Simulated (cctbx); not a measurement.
# Reading a Patterson map

Space group Pc (no. 7), a = 6.6540 Å, b = 6.9370 Å, c = 11.3000 Å, α = 90.00°, β = 124.29°, γ = 90.00°, content Pr2 Te2 Cd2 S12 Li2.

The data are simulated with cctbx, not measured: Mo Kα, λ = 0.71073 Å, to d = 0.65 Å, 70 % of the full sphere, strongest reflection 20000 counts, noise from counting, a 4 % proportional error and a noise floor of 15 counts (s.d.); no absorption.

Patterson synthesis from sharpened amplitudes, origin scaled to 1000:

```text
Patterson group P 1 2/m 1
      u       v       w   height  length (A)
  0.000   0.000   0.000   1000.0     0.00
  0.500   0.500   0.000    425.8     4.81
  0.000   0.371   0.500    307.2     6.21
  0.262   0.436   0.250    285.6     3.82
  0.262   0.067   0.750    266.4     4.10
  0.000   0.500   0.500    260.6     6.63
  0.500   0.126   0.500    221.5     4.75
  0.414   0.500   0.496     97.4     5.80
  0.116   0.000   0.505     87.1     6.07
  0.125   0.403   0.009     76.1     2.90
  0.044   0.283   0.204     74.4     2.91
  0.416   0.101  -0.002     69.2     2.87
  0.044   0.345   0.707     69.2     4.23
  0.150   0.000   0.245     68.8     2.35
```

**Question.** Which atom pairs make the peaks, and where is the heaviest atom?

A peak at u stands for all pairs with xi − xj = u, with weight Σ ZiZj against Σ Z² = 20068 at the origin. Peak heights follow these weights only roughly, since form factors, motion and series ripples differ, all vectors within 0.55 Å of a peak are counted as merged into it though the farther ones add only part of their weight, and F(000) is left out, which lowers the whole map:

| u | v | w | shortest length (Å) | height | 1000 ΣZiZj/ΣZ² | pairs in the cell |
| --- | --- | --- | --- | --- | --- | --- |
| 0.500 | 0.500 | 0.000 | 4.81 | 426 | 596 | 4 × Pr–Cd, 4 × Te–Li |
| 0.000 | 0.371 | 0.500 | 6.21 | 307 | 314 | 1 × Pr–Pr, 1 × Cd–Cd, 2 × S–S, 1 × Li–Li |
| 0.262 | 0.436 | 0.250 | 3.82 | 286 | 293 | 1 × Pr–Te, 1 × Te–Cd, 1 × Pr–Li, 1 × Cd–Li |
| 0.262 | 0.067 | 0.750 | 4.08 | 266 | 293 | 1 × Pr–Te, 1 × Te–Cd, 1 × Pr–Li, 1 × Cd–Li |
| 0.000 | 0.500 | 0.500 | 6.63 | 261 | 295 | 2 × Te–Te, 2 × S–S |
| 0.500 | 0.126 | 0.500 | 4.75 | 222 | 282 | 2 × Pr–Cd |
| 0.414 | 0.500 | 0.496 | 5.80 | 97 | 171 | 2 × Pr–S, 2 × Cd–S |
| 0.116 | 0.000 | 0.505 | 5.31 | 87 | 171 | 2 × Pr–S, 2 × Cd–S |
| 0.125 | 0.403 | 0.009 | 2.90 | 76 | 111 | 1 × Pr–S, 1 × Cd–S, 2 × S–S |
| 0.044 | 0.283 | 0.204 | 2.91 | 74 | 85 | 1 × Pr–S, 1 × Cd–S |

The table stops at ten peaks or at a height of 45, below which ripples compete. In the model behind the data Pr, the heaviest element, has 1 independent site: (0.7367, 0.8170, 0.2520), up to an allowed shift of origin; the Pr–Pr vectors are differences of these positions and their symmetry mates. Elements of similar Z can't be told apart from the map alone. The whole model:

| atom | mult. | x | y | z | Ueq (Å²) |
| --- | --- | --- | --- | --- | --- |
| Pr1 | 2 | 0.7367 | 0.8170 | 0.2520 | 0.0078 |
| Te1 | 2 | 0.9930 | 0.2584 | 0.4965 | 0.0091 |
| Cd1 | 2 | 0.2641 | 0.3074 | 0.2534 | 0.0097 |
| S1 | 2 | 0.8565 | 0.7780 | 0.7576 | 0.0102 |
| S2 | 2 | 0.2352 | 0.0219 | 0.0529 | 0.0128 |
| S3 | 2 | 0.6647 | 0.0819 | 0.4521 | 0.0132 |
| S4 | 2 | 0.3395 | 0.5529 | 0.0500 | 0.0117 |
| S5 | 2 | 0.7815 | 0.5375 | 0.4557 | 0.0095 |
| S6 | 2 | 0.1476 | 0.2936 | 0.7477 | 0.0114 |
| Li1 | 2 | 0.4981 | 0.7100 | 0.5019 | 0.0192 |

This is a model crystal, built by substitution and not relaxed, with assumed displacement parameters.

[Logs are printed without paths, hosts, clocks, repeated set-up lines and the standing remarks that a program may print on its own settings, such as how far it seeks lower states.]
